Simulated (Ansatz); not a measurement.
# Meshes and cutoff for the phonons of CaO (Lime, Fm-3m), part 3 of 3

Aim: how dense must the meshes and how high the cutoff be for the phonons of CaO (Lime, Fm-3m)?

Ansatz 0.2.0; DFT PBE, scalar-relativistic, plane waves, PAW.

So far. Step 11 (Another k mesh, q mesh 2×2×2): The highest optical mode at the zone centre (no LO-TO term) is 255.3 cm⁻¹, +0.0 cm⁻¹ against the base run. Step 12 (Another k mesh, k-mesh 12×12×12, q mesh 2×2×2): The highest optical mode at the zone centre (no LO-TO term) is 255.3 cm⁻¹, +0.0 cm⁻¹ against the base run. The relaxed cell has a = 4.831 Å (conventional setting).

**14. Another cutoff, cutoff 170 eV, q mesh 2×2×2**

The cutoff is set to 170 eV on a small fixed q mesh.

input.yaml reads:

```yaml
crystal:
  lattice:
    - [0.0, 2.4154724062, 2.4154724062]
    - [2.4154724062, 0.0, 2.4154724062]
    - [2.4154724062, 2.4154724062, 0.0]
  atoms:
    - { symbol: Ca, position: [0.0, 0.0, 0.0] }
    - { symbol: O, position: [0.5, 0.5, 0.5] }
kpoints:
  mp_grid: { grid: [8, 8, 8] }
hamiltonian:
  xc: pbe
scf:
  occupations: { method: fixed }
output:
  eigenvalues: true
phonons:
  method: dfpt
  qmesh: [2, 2, 2]
  temperatures: { t_max: 1000, t_step: 50 }
  qpath:
    path:
      - [[0.0, 0.0, 0.0], [0.5, 0.0, 0.5], [0.625, 0.25, 0.625]]
      - [[0.375, 0.375, 0.75], [0.0, 0.0, 0.0], [0.5, 0.5, 0.5], [0.5, 0.25, 0.75], [0.5, 0.0, 0.5]]
    npoints: 10
basis:
  ecutwfc: 170
```

On the command line:

```bash
$ ansatz run input.yaml --threads 4 --pin off --max-ram 7168MiB --backend cpu --events-out ev --progress --plain --runs-dir out
```

Numbers of over 12 decimals in the logs are rounded to 6 here.

The log of the run:

```text
Warning: basis.ecutwfc = 170 eV is below the records' recommended 420 eV, and the density's cutoff is lower with it unless basis.ecutrho_ratio is high enough to keep the records' density cutoff: compare with a run at a higher cutoff
[...]
Crystal: 2 atoms, lattice volume = 28.186 Å³
Basis set: ecut = 170 eV, 137 PW (Γ), exchange–correlation on 30×30×30 points (8 copies of the dense FFT grid, shifted against one another)
Bands: 12, of which v1, the nominal top of the filled ones, is band 8 counted from 1 (7 counted from 0)
Symmetry: 48 space group operations
k-points: 29 of 512
[...]
SCF iter   1: F=—  HF=-2373.357583 eV  |F-HF|=—  |Δ(HF+E_count)|=         —  Δρ=2.04e-1  dr2=6.05e0  ethr=1.77e-3  ⟨swp⟩=5.2  Hψ=1954  notcnv=0  defer=48
[...]
SCF iter   9: F=-2371.311398 eV  HF=-2371.311398 eV  |F-HF|=4.55e-13  |Δ(HF+E_count)|=  8.37e-11  Δρ=5.41e-8  dr2=5.30e-13  ethr=1.00e-12  ⟨swp⟩=4.3  Hψ=1684  notcnv=0
SCF 1 converged in 9 iterations: F = -2371.311398 eV  dr2 = 5.30e-13
[...]
k-points: 59 of 512 (irreducible under 8 space group operations, time reversal used)
[...]
SCF iter   3: F=-2371.311398 eV  HF=-2371.311398 eV  |F-HF|=2.05e-11  |Δ(HF+E_count)|=  4.18e-11  Δρ=4.65e-7  dr2=3.39e-11  ethr=1.00e-12  ⟨swp⟩=3.2  Hψ=3161  notcnv=0
SCF 2 converged in 3 iterations: F = -2371.311398 eV  dr2 = 3.39e-11
[...]
SCF converged after 9 iterations
Free energy (F): -2371.311398 eV
[...]
Internal energy: -2371.311398 eV  (E = F + TS)
E sigma→0 (E₀):  -2371.311398 eV
Fermi energy:    7.858113 eV
[...]
--- Band table (eV; the first three rows and the last of 29) ---
  k-point 0: bands = [... 4 lower, -10.0147, 7.8581, 7.8581, 7.8581, 11.6702, 14.8473, 14.8473, 14.8473]
  k-point 1: bands = [... 4 lower, -9.7639, 6.7787, 7.2177, 7.2177, 12.3684, 14.4344, 14.8406, 14.8406]
  k-point 2: bands = [... 4 lower, -9.3007, 6.1705, 6.9089, 6.9089, 13.9802, 14.5463, 15.6094, 15.6094]
  k-point 28: bands = [... 4 lower, -9.3747, 6.3888, 6.6540, 6.6540, 14.7788, 14.7788, 16.9011, 18.7791]
[...]
ASR residual: 4.783e-2 → 0.000e0 eV/Å²; symmetrization residual: 1.282e-6 eV/Å²
  ASR residual per site (eV/Å²): 4.78e-2 3.46e-2
  Γ frequencies (cm⁻¹): 0.00 0.00 0.00 89.66 89.66 89.66
  Unit cell's response to a homogeneous field, on a k mesh of 8×8×8: 1 representative field direction (Σ response iterations 8)
  ε∞ (high-frequency dielectric tensor):
        3.813905     0.000000     0.000000
        0.000000     3.813905    -0.000000
       -0.000000    -0.000000     3.813905
  ε⁰ (static dielectric tensor): not given — the deck does not say what the cell's rigid motions are, and on a molecule in a box or a wire the rigid rotations would enter the sum over the modes at Γ. For a crystal or a slab, whose only rigid motions are the translations, set phonons.rigid_motions: translations.
  Born effective charges Z* (e; rows j = field, columns β = displacement):
    site 0:
         2.51489    0.00000   -0.00000
         0.00000    2.51489    0.00000
         0.00000   -0.00000    2.51489
    site 1:
        -2.51489   -0.00000    0.00000
        -0.00000   -2.51489   -0.00000
         0.00000    0.00000   -2.51489
  Z* charge neutrality: 1.049e-3 e pre-enforcement
[...]
optical modes at Γ without the LO–TO term, one row a degenerate level:
      ω (cm⁻¹)  modes    IR ((D/Å)²/amu)
         89.66      3            38.2832
  optical modes at Γ + LO–TO along q̂ = [1.0000, 0.0000, 0.0000]:
      ω (cm⁻¹)  modes    IR ((D/Å)²/amu)
         89.66      2            25.5221
        511.10      1            12.7611
  optical modes at Γ + LO–TO along q̂ = [0.0000, 1.0000, 0.0000]:
      ω (cm⁻¹)  modes    IR ((D/Å)²/amu)
         89.66      2            25.5221
        511.10      1            12.7611
  optical modes at Γ + LO–TO along q̂ = [0.0000, 0.0000, 1.0000]:
      ω (cm⁻¹)  modes    IR ((D/Å)²/amu)
         89.66      2            25.5221
        511.10      1            12.7611
--- Phonons (arbitrary-q DFPT): 3 irreducible q on the 2×2×2 mesh ---
[...]
interpolated dispersion: 63 rows × 6 modes
[...]
```

Elapsed: 3.5 s, on 4 threads of Arm Neoverse V1, shared host; peak memory 0.36 GiB.

The run finished; it serves as a test, and its numbers are not taken as the result.

**15. Another cutoff, cutoff 230 eV, q mesh 2×2×2**

The cutoff is set to 230 eV on a small fixed q mesh.

input.yaml, as its differences from that of step 14:

```diff
@@ -26,2 +26,2 @@
 basis:
-  ecutwfc: 170
+  ecutwfc: 230
```

The log of the run:

```text
[...]
Crystal: 2 atoms, lattice volume = 28.186 Å³
Basis set: ecut = 230 eV, 229 PW (Γ), exchange–correlation on 36×36×36 points (8 copies of the dense FFT grid, shifted against one another)
Bands: 12, of which v1, the nominal top of the filled ones, is band 8 counted from 1 (7 counted from 0)
Symmetry: 48 space group operations
k-points: 29 of 512
[...]
SCF iter   1: F=—  HF=-2384.324744 eV  |F-HF|=—  |Δ(HF+E_count)|=         —  Δρ=7.04e-2  dr2=5.63e-1  ethr=1.77e-3  ⟨swp⟩=5.5  Hψ=1978  notcnv=0  defer=40
[...]
SCF iter   9: F=-2384.193188 eV  HF=-2384.193188 eV  |F-HF|=4.55e-13  |Δ(HF+E_count)|=  5.00e-12  Δρ=3.37e-8  dr2=3.40e-13  ethr=1.00e-12  ⟨swp⟩=5.0  Hψ=1201  notcnv=0
SCF 1 converged in 9 iterations: F = -2384.193188 eV  dr2 = 3.40e-13
[...]
k-points: 59 of 512 (irreducible under 8 space group operations, time reversal used)
[...]
SCF iter   3: F=-2384.193188 eV  HF=-2384.193188 eV  |F-HF|=1.09e-11  |Δ(HF+E_count)|=  2.09e-11  Δρ=2.93e-7  dr2=1.63e-11  ethr=1.00e-12  ⟨swp⟩=1.0  Hψ=1652  notcnv=0
SCF 2 converged in 3 iterations: F = -2384.193188 eV  dr2 = 1.63e-11
[...]
SCF converged after 9 iterations
Free energy (F): -2384.193188 eV
[...]
Internal energy: -2384.193188 eV  (E = F + TS)
E sigma→0 (E₀):  -2384.193188 eV
Fermi energy:    7.658924 eV
[...]
--- Band table (eV; the first three rows and the last of 29) ---
  k-point 0: bands = [... 4 lower, -8.4627, 7.6589, 7.6589, 7.6589, 11.9725, 13.8881, 13.8881, 13.8881]
  k-point 1: bands = [... 4 lower, -8.2496, 7.0835, 7.4130, 7.4130, 12.7262, 13.8770, 14.1726, 14.1726]
  k-point 2: bands = [... 4 lower, -7.8185, 6.1405, 7.1071, 7.1071, 13.8860, 14.3166, 14.8734, 14.8734]
  k-point 28: bands = [... 4 lower, -7.8873, 6.2478, 6.5661, 6.5661, 14.0351, 14.0351, 16.0663, 17.2035]
[...]
ASR residual: 1.433e-5 → 0.000e0 eV/Å²; symmetrization residual: 6.903e-7 eV/Å²
  ASR residual per site (eV/Å²): 4.19e-6 1.43e-5
  Γ frequencies (cm⁻¹): 0.00 0.00 0.00 249.24 249.24 249.24
[...]
ε∞ (high-frequency dielectric tensor):
        3.834764     0.000000     0.000000
        0.000000     3.834764    -0.000000
       -0.000000    -0.000000     3.834764
[...]
Born effective charges Z* (e; rows j = field, columns β = displacement):
    site 0:
         2.22429    0.00000    0.00000
         0.00000    2.22429   -0.00000
         0.00000   -0.00000    2.22429
    site 1:
        -2.22429   -0.00000   -0.00000
        -0.00000   -2.22429    0.00000
         0.00000    0.00000   -2.22429
  Z* charge neutrality: 6.923e-6 e pre-enforcement
[...]
optical modes at Γ without the LO–TO term, one row a degenerate level:
      ω (cm⁻¹)  modes    IR ((D/Å)²/amu)
        249.24      3            29.9469
  optical modes at Γ + LO–TO along q̂ = [1.0000, 0.0000, 0.0000]:
      ω (cm⁻¹)  modes    IR ((D/Å)²/amu)
        249.24      2            19.9646
        509.02      1             9.9823
  optical modes at Γ + LO–TO along q̂ = [0.0000, 1.0000, 0.0000]:
      ω (cm⁻¹)  modes    IR ((D/Å)²/amu)
        249.24      2            19.9646
        509.02      1             9.9823
  optical modes at Γ + LO–TO along q̂ = [0.0000, 0.0000, 1.0000]:
      ω (cm⁻¹)  modes    IR ((D/Å)²/amu)
        249.24      2            19.9646
        509.02      1             9.9823
--- Phonons (arbitrary-q DFPT): 3 irreducible q on the 2×2×2 mesh ---
[...]
interpolated dispersion: 63 rows × 6 modes
[...]
```

Elapsed: 4.7 s, on 4 threads; peak memory 0.39 GiB.

The run finished; it serves as a test, and its numbers are not taken as the result.

**16. Another cutoff, cutoff 290 eV, q mesh 2×2×2**

The cutoff is set to 290 eV on a small fixed q mesh.

input.yaml, as its differences from that of step 15:

```diff
@@ -26,2 +26,2 @@
 basis:
-  ecutwfc: 230
+  ecutwfc: 290
```

The log of the run:

```text
[...]
Crystal: 2 atoms, lattice volume = 28.186 Å³
Basis set: ecut = 290 eV, 331 PW (Γ), exchange–correlation on 40×40×40 points (8 copies of the dense FFT grid, shifted against one another)
Bands: 12, of which v1, the nominal top of the filled ones, is band 8 counted from 1 (7 counted from 0)
Symmetry: 48 space group operations
k-points: 29 of 512
[...]
SCF iter   1: F=—  HF=-2387.110606 eV  |F-HF|=—  |Δ(HF+E_count)|=         —  Δρ=1.97e-2  dr2=3.28e-2  ethr=1.77e-3  ⟨swp⟩=5.0  Hψ=2019  notcnv=0  defer=22
[...]
SCF iter   8: F=-2387.109975 eV  HF=-2387.109975 eV  |F-HF|=1.82e-12  |Δ(HF+E_count)|=  7.78e-11  Δρ=9.32e-8  dr2=2.27e-12  ethr=1.00e-12  ⟨swp⟩=6.0  Hψ=1875  notcnv=0
SCF 1 converged in 8 iterations: F = -2387.109975 eV  dr2 = 2.27e-12
[...]
k-points: 59 of 512 (irreducible under 8 space group operations, time reversal used)
[...]
SCF iter   6: F=-2387.109975 eV  HF=-2387.109975 eV  |F-HF|=7.09e-11  |Δ(HF+E_count)|=  1.09e-11  Δρ=6.74e-7  dr2=9.28e-11  ethr=1.00e-12  ⟨swp⟩=3.6  Hψ=2554  notcnv=0
SCF 2 converged in 6 iterations: F = -2387.109975 eV  dr2 = 9.28e-11
[...]
SCF converged after 8 iterations
Free energy (F): -2387.109975 eV
[...]
Internal energy: -2387.109975 eV  (E = F + TS)
E sigma→0 (E₀):  -2387.109975 eV
Fermi energy:    7.483557 eV
[...]
--- Band table (eV; the first three rows and the last of 29) ---
  k-point 0: bands = [... 4 lower, -8.0765, 7.4836, 7.4836, 7.4836, 12.1030, 13.7391, 13.7391, 13.7391]
  k-point 1: bands = [... 4 lower, -7.8685, 7.0021, 7.2988, 7.2988, 12.7875, 13.7114, 13.9996, 13.9996]
  k-point 2: bands = [... 4 lower, -7.4449, 6.0284, 6.8839, 6.8839, 13.7586, 14.2550, 14.6929, 14.6929]
  k-point 28: bands = [... 4 lower, -7.4834, 6.2887, 6.5004, 6.5004, 13.8174, 13.8174, 15.8185, 17.0155]
[...]
ASR residual: 6.104e-5 → 0.000e0 eV/Å²; symmetrization residual: 1.593e-6 eV/Å²
  ASR residual per site (eV/Å²): 1.75e-5 6.10e-5
  Γ frequencies (cm⁻¹): 0.00 0.00 0.00 270.94 270.94 270.94
[...]
ε∞ (high-frequency dielectric tensor):
        3.782117    -0.000000     0.000000
        0.000000     3.782117    -0.000000
       -0.000000     0.000000     3.782117
[...]
Born effective charges Z* (e; rows j = field, columns β = displacement):
    site 0:
         2.34463    0.00000    0.00000
         0.00000    2.34463   -0.00000
         0.00000    0.00000    2.34463
    site 1:
        -2.34463   -0.00000   -0.00000
         0.00000   -2.34463    0.00000
         0.00000   -0.00000   -2.34463
  Z* charge neutrality: 1.250e-5 e pre-enforcement
[...]
optical modes at Γ without the LO–TO term, one row a degenerate level:
      ω (cm⁻¹)  modes    IR ((D/Å)²/amu)
        270.94      3            33.2749
  optical modes at Γ + LO–TO along q̂ = [1.0000, 0.0000, 0.0000]:
      ω (cm⁻¹)  modes    IR ((D/Å)²/amu)
        270.94      2            22.1833
        543.44      1            11.0916
  optical modes at Γ + LO–TO along q̂ = [0.0000, 1.0000, 0.0000]:
      ω (cm⁻¹)  modes    IR ((D/Å)²/amu)
        270.94      2            22.1833
        543.44      1            11.0916
  optical modes at Γ + LO–TO along q̂ = [0.0000, 0.0000, 1.0000]:
      ω (cm⁻¹)  modes    IR ((D/Å)²/amu)
        270.94      2            22.1833
        543.44      1            11.0916
--- Phonons (arbitrary-q DFPT): 3 irreducible q on the 2×2×2 mesh ---
[...]
interpolated dispersion: 63 rows × 6 modes
[...]
```

Wall time 5.8 s (4 threads); peak memory 0.42 GiB.

The run finished; it serves as a test, and its numbers are not taken as the result.

**17. Another cutoff, cutoff 360 eV, q mesh 2×2×2**

The cutoff is set to 360 eV on a small fixed q mesh.

input.yaml, as its differences from that of step 16:

```diff
@@ -26,2 +26,2 @@
 basis:
-  ecutwfc: 290
+  ecutwfc: 360
```

The log of the run:

```text
[...]
Crystal: 2 atoms, lattice volume = 28.186 Å³
Basis set: ecut = 360 eV, 411 PW (Γ), exchange–correlation on 48×48×48 points (8 copies of the dense FFT grid, shifted against one another)
Bands: 12, of which v1, the nominal top of the filled ones, is band 8 counted from 1 (7 counted from 0)
Symmetry: 48 space group operations
k-points: 29 of 512
[...]
optical modes at Γ + LO–TO along q̂ = [0.0000, 1.0000, 0.0000]:
      ω (cm⁻¹)  modes    IR ((D/Å)²/amu)
        254.24      2            22.3248
        536.48      1            11.1624
  optical modes at Γ + LO–TO along q̂ = [0.0000, 0.0000, 1.0000]:
      ω (cm⁻¹)  modes    IR ((D/Å)²/amu)
        254.24      2            22.3248
        536.48      1            11.1624
--- Phonons (arbitrary-q DFPT): 3 irreducible q on the 2×2×2 mesh ---
[...]
interpolated dispersion: 63 rows × 6 modes
[...]
[key lines of the parts left out:]
SCF converged after 10 iterations
Free energy (F): -2387.663346 eV
Fermi energy:    7.536744 eV
```

Run time: 7.2 s. Hardware: 4 threads; peak memory 0.42 GiB; 26 s of CPU time.

The highest optical mode at the zone centre (no LO-TO term) is 254.2 cm⁻¹, -1.0 cm⁻¹ against the base run.

**18. Another cutoff, cutoff 550 eV, q mesh 2×2×2**

The cutoff is set to 550 eV on a small fixed q mesh.

input.yaml, as its differences from that of step 17:

```diff
@@ -26,2 +26,2 @@
 basis:
-  ecutwfc: 360
+  ecutwfc: 550
```

The log of the run:

```text
[...]
Crystal: 2 atoms, lattice volume = 28.186 Å³
Basis set: ecut = 550 eV, 869 PW (Γ), exchange–correlation on 54×54×54 points (8 copies of the dense FFT grid, shifted against one another)
Bands: 12, of which v1, the nominal top of the filled ones, is band 8 counted from 1 (7 counted from 0)
Symmetry: 48 space group operations
k-points: 29 of 512
[...]
optical modes at Γ + LO–TO along q̂ = [0.0000, 1.0000, 0.0000]:
      ω (cm⁻¹)  modes    IR ((D/Å)²/amu)
        255.20      2            22.3157
        536.78      1            11.1579
  optical modes at Γ + LO–TO along q̂ = [0.0000, 0.0000, 1.0000]:
      ω (cm⁻¹)  modes    IR ((D/Å)²/amu)
        255.20      2            22.3157
        536.78      1            11.1579
--- Phonons (arbitrary-q DFPT): 3 irreducible q on the 2×2×2 mesh ---
[...]
interpolated dispersion: 63 rows × 6 modes
[...]
[key lines of the parts left out:]
SCF converged after 10 iterations
Free energy (F): -2387.728101 eV
Fermi energy:    7.527373 eV
```

It took 13 s on 4 threads; peak memory 0.51 GiB; 50 s of CPU time.

Frequencies (cm⁻¹) solved at each irreducible wavevector; negative means imaginary. Frequencies by wavevector, by row:

| q in reciprocal lattice units | star | mode 1 | mode 2 | mode 3 | mode 4 | mode 5 | mode 6 |
| --- | --- | --- | --- | --- | --- | --- | --- |
| 0 0 0 | 1 | 0 | 0 | 0 | 255.2 | 255.2 | 255.2 |
| 0 0 -0.5 | 4 | 168 | 168 | 291.5 | 291.5 | 362.3 | 459.3 |
| 0 -0.5 -0.5 | 3 | 197.4 | 197.4 | 277.6 | 283.1 | 283.1 | 382.4 |

The highest optical mode at the zone centre (no LO-TO term) is 255.2 cm⁻¹, -0.1 cm⁻¹ against the base run.

**19. Results**

| Property | Result |
| --- | --- |
| mean frequency, q mesh 2×2×2 | 277 cm⁻¹ |
| mean frequency, q mesh 3×3×3 | 278 cm⁻¹ |
| mean frequency, q mesh 6×6×6 | 278 cm⁻¹ |
| highest optical mode at the zone centre (no LO-TO term), k-mesh 2×2×2 | -179 cm⁻¹ |
| highest optical mode at the zone centre (no LO-TO term), k-mesh 4×4×4 | 251 cm⁻¹ |
| highest optical mode at the zone centre (no LO-TO term), k-mesh 6×6×6 | 255 cm⁻¹ |
| highest optical mode at the zone centre (no LO-TO term), k-mesh 8×8×8 | 255 cm⁻¹ |
| highest optical mode at the zone centre (no LO-TO term), k-mesh 12×12×12 | 255 cm⁻¹ |
| highest optical mode at the zone centre (no LO-TO term), cutoff 170 eV | 89.7 cm⁻¹ |
| highest optical mode at the zone centre (no LO-TO term), cutoff 230 eV | 249 cm⁻¹ |
| highest optical mode at the zone centre (no LO-TO term), cutoff 290 eV | 271 cm⁻¹ |
| highest optical mode at the zone centre (no LO-TO term), cutoff 360 eV | 254 cm⁻¹ |
| highest optical mode at the zone centre (no LO-TO term), cutoff 550 eV | 255 cm⁻¹ |

What this shows: Over the whole q mesh series, coarse runs included, the mean frequency runs from 276.9 to 277.7 cm⁻¹; from 2×2×2 on it stays within 0.8 cm⁻¹ of the finest run (6×6×6), against a tolerance of 2.8. The k mesh changes along this series too, so part of the change is its. Over the whole k mesh series, coarse runs included, the lowest mode on the q mesh (acoustic modes at Γ apart) runs from -178.6 to 168.0 cm⁻¹; from 4×4×4 on all solved modes stay within 4.2 cm⁻¹ of the finest run (12×12×12), against a tolerance of 4.6. Over the whole cutoff series, coarse runs included, the lowest mode on the q mesh (acoustic modes at Γ apart) runs from 89.7 to 175.2 cm⁻¹; from 360 eV on all solved modes stay within 1.0 cm⁻¹ of the finest run (550 eV), against a tolerance of 4.6. All runs share the cell relaxed at the base settings, which is not exactly at rest under another k mesh or cutoff. These are harmonic frequencies at zero temperature: anharmonic shifts, linewidths and thermal expansion are left out.

[Logs are printed without paths, hosts, clocks, repeated set-up lines and the standing remarks that a program may print on its own settings, such as how far it seeks lower states.]

[Hosts, paths, dates, database ids (printed as entryN), source tags and the programs' standing remarks are cut or masked in the printed files.]
